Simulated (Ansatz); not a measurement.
# Ca3AsF3: complex band structure, part 2 of 3

A new crystal, Ca3AsF3: structure, gap and complex bands. It is built by putting F for Cl in the Ca3AsCl3 structure of space group Pm-3m, with the volume rescaled by atomic radii. The parent structure comes from the Materials Project.

Ansatz 0.2.0; LDA DFT, plane waves, PAW files (the session's first sound run).

So far. Step 2 (Cell and atoms at rest): The largest force component on a free atom ends at 1.0e-29 eV/Å.

The structure was built from a prototype and need not be the compound's stable phase.

### 3. Band edges

The energy window and the wavevectors of the next steps follow from the band edges, so these are searched first, off the mesh as well.

Contents of input.yaml:

```yaml
crystal:
  lattice:
    - [5.2321382056, 0.0, 0.0]
    - [0.0, 5.2321382056, 0.0]
    - [0.0, 0.0, 5.2321382056]
  atoms:
    - { symbol: Ca, position: [0.5, 0.0, 0.0] }
    - { symbol: Ca, position: [0.0, 0.5, 0.0] }
    - { symbol: Ca, position: [0.0, 0.0, 0.5] }
    - { symbol: As, position: [0.0, 0.0, 0.0] }
    - { symbol: F, position: [0.5, 0.0, 0.5] }
    - { symbol: F, position: [0.5, 0.5, 0.0] }
    - { symbol: F, position: [0.0, 0.5, 0.5] }
kpoints:
  mp_grid: { grid: [4, 4, 4] }
  band_path: { path: [VBM, CBM], npoints: 30 }
scf:
  occupations: { method: fixed }
hamiltonian:
  xc: lda
output:
  eigenvalues: true
  write_potential: true
  write_density: true
  volumetric_format: npy
  elf: true
```

Command:

```bash
ansatz run input.yaml --threads 2 --pin off --max-ram 4096MiB --backend cpu --events-out ev --progress --plain --runs-dir out
```

Numbers of over 12 decimals in the logs are rounded to 6 here.

The program printed:

```text
[...]
Crystal: 7 atoms, lattice volume = 143.231 Å³
Basis set: ecut = 420 eV, 2801 PW (Γ)
Bands: 40, of which v1, the nominal top of the filled ones, is band 33 counted from 1 (32 counted from 0)
Symmetry: 48 space group operations
[...]
k-points: 10 of 64
[...]
SCF iter   1: F=—  HF=-12482.501779 eV  |F-HF|=—  |Δ(HF+E_count)|=         —  Δρ=1.22e-2  dr2=1.61e-1  ethr=1.77e-3  ⟨swp⟩=5.5  Hψ=1393  notcnv=0  defer=44
[...]
SCF iter   8: F=-12482.460840 eV  HF=-12482.460840 eV  |F-HF|=5.98e-9  |Δ(HF+E_count)|=   1.75e-8  Δρ=1.53e-6  dr2=7.84e-9  ethr=1.52e-10  ⟨swp⟩=14.0  Hψ=1767  notcnv=0
SCF 1 converged in 8 iterations: F = -12482.460840 eV  dr2 = 7.84e-9
[...]
NSCF: frozen V_eff on 20 k-points
[...]
SCF converged after 8 iterations
Free energy (F): -12482.460840 eV
[...]
Internal energy: -12482.460840 eV  (E = F + TS)
E sigma→0 (E₀):  -12482.460840 eV
Fermi energy:    5.420439 eV
[...]
--- Band table (eV; the first three rows and the last of 10) ---
  k-point 0: bands = [... 29 lower, 1.6285, 5.4204, 5.4204, 5.4204, 7.3749, 7.4200, 7.4200, 7.4200, ... 3 higher]
  k-point 1: bands = [... 29 lower, 1.5948, 4.3521, 5.1335, 5.1335, 7.5189, 7.9440, 8.0460, 8.0460, ... 3 higher]
  k-point 2: bands = [... 29 lower, 1.5608, 3.5453, 4.9259, 4.9259, 7.6335, 8.6966, 8.6966, 8.9787, ... 3 higher]
  k-point 9: bands = [... 29 lower, 1.7397, 3.4486, 3.4486, 3.4486, 9.0846, 10.1505, 10.1505, 10.1505, ... 3 higher]
```

Wall time 7.7 s (2 threads of Arm Neoverse V2, shared host); peak memory 0.38 GiB; 15 s of CPU time.

This step gave:

- Fermi energy: 5.420 eV
- gap on the k-mesh: 1.954 eV
- gap on path: 1.954 eV, by band count; negative where bands overlap
- direct gap on path: 1.954 eV
- edge places on path: 0, 0 1/A along the path

Levels at VBM (eV): -4.53, -4.53, -4.53, -4.27, -4.27, -4.27, -3.79, -3.79, -3.79, 0.00, 0.00, 0.00, 1.95, 2.00, 2.00, 2.00, 4.22, 4.22, 4.86.

Electrostatic potential energy in the ac plane at fractional y = 0.000, with atoms of Ca and As and F within 0.2 Å of it. With pseudopotentials it is smooth inside the atoms' cores, unlike the true potential.

Ten even steps from '_' (-59 eV) to '@' (9 eV), each cell a mean:
```
@@%%##@@%%++..__::##%%%%##@@
####%%@@@@##++==**%%@@@@####
%%%%@@@@@@%%%%%%%%@@@@@@@@%%
%%@@@@@@@@@@@@@@@@@@@@@@@@%%
**##%%@@@@@@@@@@@@@@@@@@%%##
..==##@@@@@@++==##@@@@%%**::
__::**@@@@##--::==@@@@%%==__
__::##@@@@%%==--++@@@@%%++..
==**%%@@@@@@%%##@@@@@@%%##++
%%%%@@@@@@@@@@@@@@@@@@@@@@%%
%%@@@@@@@@@@@@@@@@@@@@@@@@@@
##%%@@@@@@%%##**##%%@@@@%%##
@@##%%@@%%**::::==##@@%%##%%
@@@@##%%%%==____..**%%%%##@@
```
Columns run along a (5.2 Å; values clipped at the 3rd and 97th percentile), rows up along c (5.2 Å). Atoms in or near the plane, at fractional coordinates: Ca at (0.50, 0.00), Ca at (0.00, 0.50), As at (0.00, 0.00), F at (0.50, 0.50).

Valence density in the ac plane at fractional y = 0.000, with atoms of Ca and As and F within 0.2 Å of it. It is the smooth field of the valence electrons, not physical close to the nuclei.

Ten steps, logarithmic in the rise over the least value, from '_' (0 e/Å³) to '@' (27 e/Å³), each cell a mean:
```
@@**--....==****++--..::==%%
++--::..__::====--..__..::==
::....______....________..::
....______________________..
--::______..::::..______..--
++==::____::++**==..____--++
**++--__..==##%%**::__..==**
**++::__..--**##++::__..==**
==--..____..--==::..____::==
::..________....__________..
....____________________....
--::..____..::--::____..::--
##++::....--++++==::....--**
@@##--..::==****++--..::++@@
```
Columns run along a (5.2 Å), rows up along c (5.2 Å). Atoms in or near the plane, at fractional coordinates: Ca at (0.50, 0.00), Ca at (0.00, 0.50), As at (0.00, 0.00), F at (0.50, 0.50).

ELF in the ac plane at fractional y = 0.000, with atoms of Ca and As and F within 0.2 Å of it. It is the smooth field of the valence electrons, not physical close to the nuclei.

Ten even steps from '0' (0.04) to '9' (0.86), each cell a mean:
```
14752899952762
67861599722886
77850023102787
22210011000222
64100477620025
99403898860179
99704876871399
99603887971299
87201688840058
31100134300012
55640000001565
78861267412887
36851799942774
13753899962761
```
Columns run along a (5.2 Å), rows up along c (5.2 Å). Atoms in or near the plane, at fractional coordinates: Ca at (0.50, 0.00), Ca at (0.00, 0.50), As at (0.00, 0.00), F at (0.50, 0.50).

The searched edges give 1.95 eV, as on the mesh.

### 4. Decaying states in the gap

This step: LDA DFT, plane waves, PAW files; complex bands by layer matching along the plane's normal (Ansatz 0.2.0).

The same crystal is laid in a cell whose first two vectors span the (001) plane (indices of the standard conventional cell, whose axes can be ordered otherwise than in the bulk input). At fixed energy and wavevector in the plane the solver finds all kz, real and complex. A few wavevectors are listed, (0, 0) and (0.5, 0) in units of the plane's reciprocal vectors; the slowest state needn't be among them.

Contents of input.yaml:

```yaml
crystal:
  lattice:
    - [5.232138206, 0.0, 0.0]
    - [0.0, 5.232138206, 0.0]
    - [0.0, 0.0, 5.232138206]
  atoms:
    - { symbol: Ca, position: [0.5, 0.0, 0.0] }
    - { symbol: Ca, position: [0.0, 0.5, 0.0] }
    - { symbol: Ca, position: [0.0, 0.0, 0.5] }
    - { symbol: As, position: [0.0, 0.0, 0.0] }
    - { symbol: F, position: [0.5, 0.0, 0.5] }
    - { symbol: F, position: [0.5, 0.5, 0.0] }
    - { symbol: F, position: [0.0, 0.5, 0.5] }
kpoints:
  mp_grid: { grid: [6, 6, 6] }
scf:
  occupations: { method: fixed }
hamiltonian:
  xc: lda
output:
  eigenvalues: true
  transmission:
    leads: [[0, 0]]
    kpoints: [[0.0, 0.0], [0.5, 0.0]]
    e_range: [-1.0, 2.95]
    de: 0.1
```

The program printed:

```text
[...]
Crystal: 7 atoms, lattice volume = 143.231 Å³
Basis set: ecut = 420 eV, 2801 PW (Γ)
Bands: 40, of which v1, the nominal top of the filled ones, is band 33 counted from 1 (32 counted from 0)
Symmetry: 48 space group operations
[...]
k-points: 20 of 216
[...]
SCF iter   1: F=—  HF=-12482.505746 eV  |F-HF|=—  |Δ(HF+E_count)|=         —  Δρ=1.22e-2  dr2=1.61e-1  ethr=1.77e-3  ⟨swp⟩=5.6  Hψ=2797  notcnv=0  defer=89
[...]
SCF iter   8: F=-12482.464612 eV  HF=-12482.464612 eV  |F-HF|=6.11e-9  |Δ(HF+E_count)|=   1.71e-8  Δρ=1.56e-6  dr2=8.14e-9  ethr=1.52e-10  ⟨swp⟩=14.2  Hψ=3623  notcnv=0
SCF 1 converged in 8 iterations: F = -12482.464612 eV  dr2 = 8.14e-9
[...]
transmission: 8 of 16 steps passed
transmission: 16 of 16 steps passed
SCF converged after 8 iterations
Free energy (F): -12482.464612 eV
[...]
Internal energy: -12482.464612 eV  (E = F + TS)
E sigma→0 (E₀):  -12482.464612 eV
Fermi energy:    5.419280 eV
[...]
--- Band table (eV; the first three rows and the last of 20) ---
  k-point 0: bands = [... 29 lower, 1.6287, 5.4193, 5.4193, 5.4193, 7.3749, 7.4199, 7.4199, 7.4199, ... 3 higher]
  k-point 1: bands = [... 29 lower, 1.6120, 4.8298, 5.2614, 5.2614, 7.4677, 7.6683, 7.7384, 7.7384, ... 3 higher]
  k-point 2: bands = [... 29 lower, 1.5782, 3.9300, 5.0221, 5.0221, 7.5737, 8.2651, 8.3594, 8.3594, ... 3 higher]
  k-point 19: bands = [... 29 lower, 1.7400, 3.4477, 3.4477, 3.4477, 9.0848, 10.1504, 10.1504, 10.1504, ... 3 higher]
--- Transmission ---
  basis      : 241 plane waves across, 8 finite elements along
  points     : 2, as listed
  energies   : 40 from -1.000000 to 2.900000 eV about the Fermi level, 0.100000 eV apart; the leads are filled to 0.977826 eV, and channels, transmission and decay are at 1.000000 eV
  crystal 0  : Ca3As1F3, at the sites [0, 0], period 5.2321 Å: whole cells are its period
    offset         : up to 0.0000 Å between an atom of the period and one for which it stands
    channels       : 0.000000e0 a spin
    conductance    : none, the energies end too early or step too widely for 300 K: set another output.transmission.e_range or a lower de, or, where they end at an eighth of basis.ecutwfc, a higher one
    slowest decay  : 0.1806 /Å at (0.0000, 0.0000)
```

Wall time 36 s (2 threads); peak memory 0.65 GiB.

This step gave:

```
free energy                                               : -12482.4646 eV
Fermi energy                                              : 5.419 eV
gap on the k-mesh                                         : 1.956 eV
level to which the leads are filled                       : 0.9778 eV from the Fermi level
decay constant at the filling level, zone centre          : 0.1806 Å⁻¹
decay constant at the filling level, slowest listed point : 0.1806 Å⁻¹
```

K parallel (0, 0); values up to 1.5 1/Å, a degenerate pair printed once or twice; energies at which all values exceed this have no row. The Im kz of the slowest decaying states by energy, zero at the highest filled level on the SCF mesh:

```
energy (eV)  decay 1 (Å⁻¹)  decay 2 (Å⁻¹)  decay 3 (Å⁻¹)  decay 4 (Å⁻¹)
      -1.00          0.424          0.547          0.587          0.917
      -0.80          0.336          0.544          0.588          0.911
      -0.60          0.202          0.539          0.589          0.904
      -0.40          0.532          0.588          0.896          0.924
      -0.20          0.525          0.587          0.887          0.923
       0.00        0.00253        0.00435          0.515          0.585
       0.20         0.0990          0.180          0.503          0.582
       0.40          0.134          0.227          0.490          0.578
       0.60          0.157          0.250          0.474          0.573
       0.80          0.172          0.258          0.456          0.568
       1.00          0.181          0.256          0.435          0.562
       1.10          0.183          0.251          0.423          0.558
       1.30          0.182          0.235          0.398          0.551
       1.50          0.172          0.210          0.372          0.537
       1.70          0.146          0.170          0.345          0.435
       1.90         0.0756          0.103          0.268          0.321
       2.10          0.302          0.510          0.730          0.834
       2.30          0.207          0.288          0.497          0.713
       2.50          0.276          0.325          0.482          0.696
       2.70          0.266          0.375          0.465          0.678
       2.90          0.256          0.398          0.446          0.660
```

K parallel (0, 0). Re kz of states that move upwards against energy, zero at the highest filled level on the SCF mesh:

```
energy (eV)  channel 1 (Å⁻¹)  channel 2 (Å⁻¹)  channel 3 (Å⁻¹)  channel 4 (Å⁻¹)
      -1.00           -0.286                -                -                -
      -0.80           -0.244                -                -                -
      -0.60           -0.202                -                -                -
      -0.40           -0.403           -0.403           -0.158                -
      -0.20           -0.233           -0.233           -0.108                -
       0.00                -                -                -                -
       0.20                -                -                -                -
       0.40                -                -                -                -
       0.60                -                -                -                -
       0.80                -                -                -                -
       1.00                -                -                -                -
       1.10                -                -                -                -
       1.30                -                -                -                -
       1.50                -                -                -                -
       1.70                -                -                -                -
       1.90                -                -                -                -
       2.10            0.107            0.107            0.133            0.301
       2.30            0.193            0.193            0.220                -
       2.50            0.261            0.261            0.292                -
       2.70            0.323            0.323            0.356                -
       2.90            0.387            0.387            0.416                -
```

K parallel (0.5, 0); values up to 1.5 1/Å, a degenerate pair printed once or twice; energies at which all values exceed this have no row. The Im kz of the slowest decaying states by energy, zero at the highest filled level on the SCF mesh:

```
energy (eV)  decay 1 (Å⁻¹)  decay 2 (Å⁻¹)  decay 3 (Å⁻¹)  decay 4 (Å⁻¹)
      -1.00          0.207          0.532          0.601          0.907
      -0.80          0.543          0.601          0.909          0.939
      -0.70          0.547          0.601          0.910          0.938
      -0.50          0.553          0.600          0.910          0.935
      -0.40         0.0868          0.154          0.554          0.599
      -0.20          0.148          0.244          0.556          0.597
      -0.10          0.168          0.269          0.556          0.595
       0.00          0.185          0.288          0.555          0.594
       0.10          0.200          0.301          0.554          0.592
       0.20          0.212          0.311          0.552          0.590
       0.40          0.233          0.323          0.548          0.585
       0.60          0.250          0.327          0.542          0.580
       0.70          0.257          0.326          0.538          0.577
       0.90          0.268          0.320          0.529          0.570
       1.00          0.273          0.314          0.524          0.566
       1.20          0.281          0.300          0.513          0.558
       1.30          0.284          0.290          0.507          0.554
       1.50          0.266          0.289          0.492          0.545
       1.70          0.233          0.291          0.476          0.535
       1.80          0.212          0.292          0.467          0.529
       2.00          0.157          0.291          0.446          0.517
       2.10          0.116          0.290          0.435          0.511
       2.30          0.286          0.409          0.498          0.764
       2.40          0.282          0.394          0.491          0.728
       2.60          0.273          0.360          0.476          0.636
       2.70          0.266          0.340          0.468          0.590
       2.90          0.248          0.291          0.452          0.484
```

At the listed wavevectors the last open channel is at -0.10 eV and the next at +2.00 eV on the grid. At +1.00 eV, the grid energy nearest the filling level (the middle of the gap on the SCF mesh), the slowest state at the listed wavevectors decays with κ = 0.181 Å⁻¹, its amplitude falling by e over 5.5 Å. Through 1 nm of this crystal that state's transmission falls by exp(−2 × 0.181 Å⁻¹ × 10 Å) = 0.027.

### 5. Decay over the two-dimensional zone

The listed points could miss the slowest state, so one energy near mid-gap is solved on a mesh of 8×8.

input.yaml: that of step 4 with these lines changed.

```diff
@@ -21,6 +21,2 @@
   eigenvalues: true
-  transmission:
-    leads: [[0, 0]]
-    kpoints: [[0.0, 0.0], [0.5, 0.0]]
-    e_range: [-1.0, 2.95]
-    de: 0.1
+  transmission: { leads: [[0, 0]], kmesh: [8, 8], e_range: [0.98, 0.99], de: 0.05 }
```

The program printed:

```text
[...]
Crystal: 7 atoms, lattice volume = 143.231 Å³
Basis set: ecut = 420 eV, 2801 PW (Γ)
Bands: 40, of which v1, the nominal top of the filled ones, is band 33 counted from 1 (32 counted from 0)
Symmetry: 48 space group operations
[...]
k-points: 20 of 216
[...]
SCF iter   1: F=—  HF=-12482.505746 eV  |F-HF|=—  |Δ(HF+E_count)|=         —  Δρ=1.22e-2  dr2=1.61e-1  ethr=1.77e-3  ⟨swp⟩=5.6  Hψ=2797  notcnv=0  defer=89
[...]
SCF iter   8: F=-12482.464612 eV  HF=-12482.464612 eV  |F-HF|=6.11e-9  |Δ(HF+E_count)|=   1.71e-8  Δρ=1.56e-6  dr2=8.14e-9  ethr=1.52e-10  ⟨swp⟩=14.2  Hψ=3623  notcnv=0
SCF 1 converged in 8 iterations: F = -12482.464612 eV  dr2 = 8.14e-9
[...]
transmission: 28 of 105 steps passed
transmission: 56 of 105 steps passed
transmission: 84 of 105 steps passed
transmission: 105 of 105 steps passed
SCF converged after 8 iterations
Free energy (F): -12482.464612 eV
[...]
Internal energy: -12482.464612 eV  (E = F + TS)
E sigma→0 (E₀):  -12482.464612 eV
Fermi energy:    5.419280 eV
[...]
--- Band table (eV; the first three rows and the last of 20) ---
  k-point 0: bands = [... 29 lower, 1.6287, 5.4193, 5.4193, 5.4193, 7.3749, 7.4199, 7.4199, 7.4199, ... 3 higher]
  k-point 1: bands = [... 29 lower, 1.6120, 4.8298, 5.2614, 5.2614, 7.4677, 7.6683, 7.7384, 7.7384, ... 3 higher]
  k-point 2: bands = [... 29 lower, 1.5782, 3.9300, 5.0221, 5.0221, 7.5737, 8.2651, 8.3594, 8.3594, ... 3 higher]
  k-point 19: bands = [... 29 lower, 1.7400, 3.4477, 3.4477, 3.4477, 9.0848, 10.1504, 10.1504, 10.1504, ... 3 higher]
--- Transmission ---
  basis      : 241 plane waves across, 7 finite elements along
  points     : 15, standing for a mesh of 8 x 8
  energies   : 1 from 0.980000 to 0.980000 eV about the Fermi level; the leads are filled to 0.977826 eV, and channels, transmission and decay are at 0.980000 eV
  crystal 0  : Ca3As1F3, at the sites [0, 0], period 5.2321 Å: whole cells are its period
[...]
channels       : 0.000000e0 a spin
    conductance    : none, crystal 0 has no channel at the energies, or these end too early or step too widely for 300 K: set another output.transmission.e_range or a lower de, or, where they end at an eighth of basis.ecutwfc, a higher one
    slowest decay  : 0.1799 /Å at (0.0000, 0.0000)
```

Wall time 29 s (2 threads); peak memory 0.78 GiB; 56 s of CPU time.

This step gave:

```
least decay constant on the mesh : 0.1799 Å⁻¹
```

Slowest decay constant (1/Å; 0 where a channel is open) over k1 and k2. At 0.9800 eV from the Fermi level.

Values, 8 rows by 8 columns:
```
0.356 0.351 0.337 0.305 0.266 0.305 0.337 0.351
0.342 0.337 0.324 0.286 0.245 0.286 0.324 0.337
0.310 0.305 0.286 0.242 0.209 0.242 0.286 0.305
0.272 0.266 0.245 0.209 0.180 0.209 0.245 0.266
0.310 0.305 0.286 0.242 0.209 0.242 0.286 0.305
0.342 0.337 0.324 0.286 0.245 0.286 0.324 0.337
0.356 0.351 0.337 0.305 0.266 0.305 0.337 0.351
0.360 0.356 0.342 0.310 0.272 0.310 0.342 0.356
```
Columns: k1 (b1) from -0.5 to 0.375; rows upwards: k2 (b2) from -0.5 to 0.375.

The least value on the mesh is 0.180 Å⁻¹ at +0.98 eV. At that energy the listed points give about 0.180 Å⁻¹ by interpolation, so the mesh holds no clearly slower state.

(Part 2 of 3 ends here.)

[Logs are printed without paths, hosts, clocks, repeated set-up lines and the standing remarks that a program may print on its own settings, such as how far it seeks lower states.]

[Hosts, paths, dates, database ids (printed as entryN), source tags and the programs' standing remarks are cut or masked in the printed files.]
